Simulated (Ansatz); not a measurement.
# BaSr2Ti3O9 (perovskite [001] superlattice) (P4mm): band gap by G0W0 on PBEsol, part 3 of 3

How far does one-shot GW move the PBEsol gap of BaSr2Ti3O9 (perovskite [001] superlattice) (P4mm)?

Ansatz 0.2.0; PBEsol, then G0W0 on it, plane waves, PAW. Known limits of the many-body steps: finite bands, screening cutoff and k mesh; no spin-orbit coupling in G0W0.

So far. Step 3 (Bands along the symmetry lines): Over mesh and path the gap is 1.856 eV, from k = (0.500, 0.500, 0.500) to k = Γ. The least direct gap found is 2.257 eV, at k = Γ. Step 4 (One-shot GW): Over 17 of 20 irreducible mesh points the G0W0 gap is 3.530 eV, from k = (-0.500, -0.500, -0.500) to k = Γ. The PBEsol gap of this run on the mesh is 1.856 eV. The relaxed cell has a = 3.912, c = 11.838 Å (conventional setting).

The structure was built from a prototype and need not be the compound's stable phase.

### Step 5. Spin-orbit coupling in PBEsol

This run has two-component orbitals with spin-orbit coupling.

This step: DFT, PBEsol with spin-orbit coupling, plane waves, PAW; PAW set soft_1.

The input, input.yaml:

```yaml
crystal:
  lattice:
    - [3.9123432176, 0.0, 0.0]
    - [0.0, 3.9123432176, 0.0]
    - [0.0, 0.0, 11.8381029905]
  atoms:
    - { symbol: Sr, position: [0.0, 0.0, 0.0869191166] }
    - { symbol: O, position: [0.5, 0.5, 0.0801360104] }
    - { symbol: Ti, position: [0.5, 0.5, 0.2527204528] }
    - { symbol: O, position: [0.5, 0.0, 0.244166961] }
    - { symbol: O, position: [0.0, 0.5, 0.244166961] }
    - { symbol: Sr, position: [0.0, 0.0, 0.4160386449] }
    - { symbol: O, position: [0.5, 0.5, 0.4094797844] }
    - { symbol: Ti, position: [0.5, 0.5, 0.5819432431] }
    - { symbol: O, position: [0.5, 0.0, 0.5715622087] }
    - { symbol: O, position: [0.0, 0.5, 0.5715622087] }
    - { symbol: Ba, position: [0.0, 0.0, 0.74974787] }
    - { symbol: O, position: [0.5, 0.5, 0.7421089578] }
    - { symbol: Ti, position: [0.5, 0.5, 0.9241821691] }
    - { symbol: O, position: [0.5, 0.0, 0.9174443591] }
    - { symbol: O, position: [0.0, 0.5, 0.9174443591] }
kpoints:
  mp_grid: { grid: [6, 6, 2] }
  band_path:
    path:
      - [0.0, 0.0, 0.0]
      - [0.0, 0.5, 0.0]
      - [0.5, 0.5, 0.0]
      - [0.0, 0.0, 0.5]
      - [0.0, 0.5, 0.5]
      - [0.5, 0.5, 0.5]
    npoints: 1
hamiltonian:
  xc: pbesol
  pseudopotentials: { kind: paw_fr, azcp: { folder: soft_1 }, xc_functional: pbe }
scf:
  occupations: { method: fixed }
  n_extra_bands: 18
magnetization:
  noncollinear: true
  spin_orbit: true
output:
  eigenvalues: true
  forces: true
  stress: true
```

Started as:

```sh
$ ansatz run input.yaml --threads 3 --pin off --max-ram 92160MiB --backend cuda --events-out ev --progress --plain --runs-dir out --devices 1 --max-vram 13GiB
```

Numbers of over 12 decimals in the logs are rounded to 6 here.

The program printed:

```text
[...]
GPUs: using 1 of 1 available (devices: 1).
[...]
non-collinear run that drives no moment, with spin-orbit: no starting moment large enough to seed its density (crystal.atoms[].spin), no starting occupations that ask for one, no magnetisation constraint and no magnetic field, so the semilocal B_xc is pinned to zero
[...]
GPU FFT provider: cuFFT
GPU libraries: cuBLAS 13.8.2, cuFFT 12.4.0, cuSOLVER 12.3.4
Crystal: 15 atoms, lattice volume = 181.199 Å³
Basis set: ecut = 420 eV, 3567 PW (Γ), exchange–correlation on 54×54×160 points (8 copies of the dense FFT grid, shifted against one another)
Bands: 138, of which v1, the nominal top of the filled ones, is band 120 counted from 1 (119 counted from 0)
Symmetry: 8 space group operations + 8 with time reversal
[...]
k-points: 20 of 72
Projection manifold: j_resolved (fully-relativistic pseudo-atomic orbitals)
[...]
GPU buffer pool allocated for 58320 grid points (all kernels)
[...]
SCF iter   1: F=—  HF=-25349.408056 eV  |F-HF|=—  |Δ(HF+E_count)|=         —  Δρ=5.41e-2  dr2=6.39e0  dr2_m=0.00e0 (ungated)  ethr=3.10e-3  |M|=0.00e0 ∫|m|=0.00e0 μB  |m|>n=0.0e0 m-floor=0.0e0 τ_xc=0.0e0  β_m=0.30  ⟨swp⟩=5.2  Hψ=11801  notcnv=0  defer=254
[...]
spin=Noncollinear: Resta preconditioning applied to the charge; magnetization (m_x, m_y, m_z) channels mix plain (no charge-response kernel on spin).
[...]
site 14: m = (+0.0000, +0.0000, +0.0000) μB, |m| = 0.0000 μB  (R = 0.81 Å)
Free energy (F): -25348.245455 eV
[...]
Internal energy: -25348.245455 eV  (E = F + TS)
E sigma→0 (E₀):  -25348.245455 eV
Fermi energy:    10.123791 eV
[...]
--- Forces (eV/Å), atoms counted from 1 ---
  atom   1  Sr     0.00000000     0.00000000    -0.00014109
  atom   2  O     -0.00000000     0.00000000     0.00002415
  atom   3  Ti    -0.00000000     0.00000000    -0.00241072
  atom   4  O      0.00000000     0.00000000     0.00038219
  atom   5  O     -0.00000000     0.00000000     0.00038219
  atom   6  Sr    -0.00000000     0.00000000     0.00030971
  atom   7  O      0.00000000     0.00000000     0.00202967
  atom   8  Ti     0.00000000     0.00000000    -0.00023185
[...]
atom  12  O     -0.00000000     0.00000000     0.00140905
  atom  13  Ti     0.00000000     0.00000000     0.00057913
  atom  14  O      0.00000000     0.00000000    -0.00022156
  atom  15  O     -0.00000000     0.00000000    -0.00022156
  max |Σ_I F_I| component: 6.46e-5 eV/Å
--- Stress (GPa, compression-positive) ---
       -0.006033       0.000000       0.000000
        0.000000      -0.006033       0.000000
        0.000000       0.000000       0.016690
  P = ⅓ Tr σ = 0.0015 GPa (0.015 kbar)
--- Band table (eV; the first three rows and the last of 20) ---
  k-point 0: bands = [... 116 lower, 9.7350, 9.7350, 9.7549, 9.7549, 11.9789, 11.9789, 12.0755, 12.0755, ... 14 higher]
  k-point 1: bands = [... 116 lower, 9.6235, 9.6235, 9.6889, 9.6889, 12.0110, 12.0110, 12.0226, 12.0226, ... 14 higher]
  k-point 2: bands = [... 116 lower, 9.4999, 9.5115, 9.6055, 9.6270, 12.2111, 12.2147, 12.5515, 12.5566, ... 14 higher]
  k-point 19: bands = [... 116 lower, 10.0662, 10.0662, 10.1238, 10.1238, 14.0589, 14.0589, 14.0751, 14.0751, ... 14 higher]
[key lines of the parts left out:]
SCF converged after 12 iterations
Magnetization: |M| = 0.0000 μB,  M = (+0.0000, +0.0000, +0.0000) μB
```

Wall time 10 s (1 × NVIDIA H100 80GB HBM3 (shared by 6 runs) with 3 threads of AMD EPYC 7R13 (Zen 3), shared host); peak memory 1.2 GiB; 18 s of CPU time.

Numbers from this step:

* pressure: 0.001541 GPa
* gap: 1.855 eV
* valence top at: A
* conduction bottom at: Γ
* least direct gap: 2.224 eV

Over mesh and listed points the gap is 1.855 eV, from k = (0.500, 0.500, 0.500) to k = Γ. The least direct gap found is 2.224 eV, at k = Γ. PBEsol+SOC against PBEsol: 1.855 − 1.856 = −0.001 eV, with the same mesh, set of files (read in its fully relativistic form for the spin-orbit run) and cutoff, and both edges at the same k points. The spin-orbit run sees mesh and listed points alone, so its gap is an upper bound: the coupling can move an edge off these points, the more so as this crystal has no centre of inversion, and the change over the zone, its sign included where it is small, is not known.

### Step 6. Side by side

Each gap is the least one over the points named; times are wall times on shared hosts, not benchmarks. A G0W0 time includes the run's own self-consistent start. Runs with listed points see these and the mesh alone, so an edge that moves elsewhere is missed. Rows marked * are further runs, not shown as steps, whose inputs differ from the G0W0 step on the same start in the columns given; solver thresholds can differ too. Symmetry makes (0.500, 0.500, 0.500) and (-0.500, -0.500, -0.500) one point.

```tsv
level	mesh	files, cutoff	bands summed, screening	points	gap (eV)	valence top	conduction bottom	least direct gap (eV)	time
PBEsol	6×6×2	soft_1 PAW, 420 eV	-	mesh and path	1.856	(0.500, 0.500, 0.500)	Γ	2.257	9.9 s
PBEsol+SOC	6×6×2	soft_1 PAW, 420 eV	-	mesh and listed points	1.855	(0.500, 0.500, 0.500)	Γ	2.224	10 s
G0W0@PBEsol*	6×6×2	soft_1 PAW, 420 eV	214, 52 eV	17 of 20 irreducible mesh points	3.737	(-0.500, -0.500, -0.500)	Γ	4.067	55 s
G0W0@PBEsol	6×6×2	soft_1 PAW, 420 eV	669, 130 eV	17 of 20 irreducible mesh points	3.530	(-0.500, -0.500, -0.500)	Γ	3.899	3.5 min
```

### Step 7. Summary of results

```yaml
pbesol_gap_over_mesh_and_path: 1.856 eV, from k = (0.500, 0.500, 0.500) to k = Γ
g0w0_pbesol_gap_over_17_of_20_irreducible_mesh_points: 3.530 eV, from k = (-0.500, -0.500, -0.500) to k = Γ
pbesol_soc_gap_over_mesh_and_listed_points: 1.855 eV
gw_settings: 6×6×2 mesh, 609 empty bands, screening to 130 eV, PAW set soft_1 files
known_limits: finite bands, screening cutoff and k mesh; no spin-orbit coupling in G0W0
```

In words: Over 17 of 20 irreducible mesh points the G0W0 gap is 3.530 eV, from k = (-0.500, -0.500, -0.500) to k = Γ. The PBEsol gap of this run on the mesh is 1.856 eV. The two states that bound the G0W0 gap lie that far apart at the start, so the correction of the gap is 3.530 − 1.856 = +1.674 eV. The valence state moves by 9.746 − 10.127 = −0.381 eV and the conduction state by 13.276 − 11.983 = +1.293 eV, on the run's own scale; with 214 bands the edge states move by −0.022 and +1.859 eV, so the split between the edges depends on the bands and cutoff. Both edges that PBEsol shows over mesh and path lie at k points where levels were corrected. Levels at other points were not corrected, so a lower G0W0 gap elsewhere in the zone is not ruled out. From 214 bands and 52 eV to 669 bands and 130 eV the gap moves by 3.530 − 3.737 = −0.207 eV; bands and screening cutoff rise together, so their parts are not told apart. Two runs can't test a law of convergence, so the limit is not known. PBEsol+SOC against PBEsol: 1.855 − 1.856 = −0.001 eV, with the same mesh, set of files (read in its fully relativistic form for the spin-orbit run) and cutoff, and both edges at the same k points. The spin-orbit run sees mesh and listed points alone, so its gap is an upper bound: the coupling can move an edge off these points, the more so as this crystal has no centre of inversion, and the change over the zone, its sign included where it is small, is not known. What spin-orbit coupling does to the G0W0 levels was not computed, so no sum with the G0W0 gap is formed. The G0W0 runs are scalar-relativistic. No pair of G0W0 runs that differ in the mesh alone is shown (6×6×2 is a supercell whose nearest images lie 23 Å apart), so the error from the mesh is not known here. G0W0 is shown with one set of atomic data (soft_1 PAW), so the error from the files is not known here.

[Paths, hosts, dates, memory and timing lines, banners, echoed tables and standing remarks are left out of the program output.]

[Logs are printed without paths, hosts, clocks, repeated set-up lines and the standing remarks that a program may print on its own settings, such as how far it seeks lower states.]

[Runs of the session that timed out or met a known fault of the program may be left out.]

[Cells called generated may have been cut or substituted from an entry of the Crystallography Open Database or the Materials Project.]

[Hosts, paths, dates, database ids (printed as entryN), source tags and the programs' standing remarks are cut or masked in the printed files.]

[Where an RPA ε∞ is given, it is that of the G0W0 mesh and is not shown converged in it. Names of k-points follow the symmetry that the program found, which can be lower than the space group named. Band edges on a path are those of the sampled points; other points can move an edge, and change direct to indirect where valleys lie close.]

[Hybrid gaps are those of their k-mesh and are not shown converged in it.]
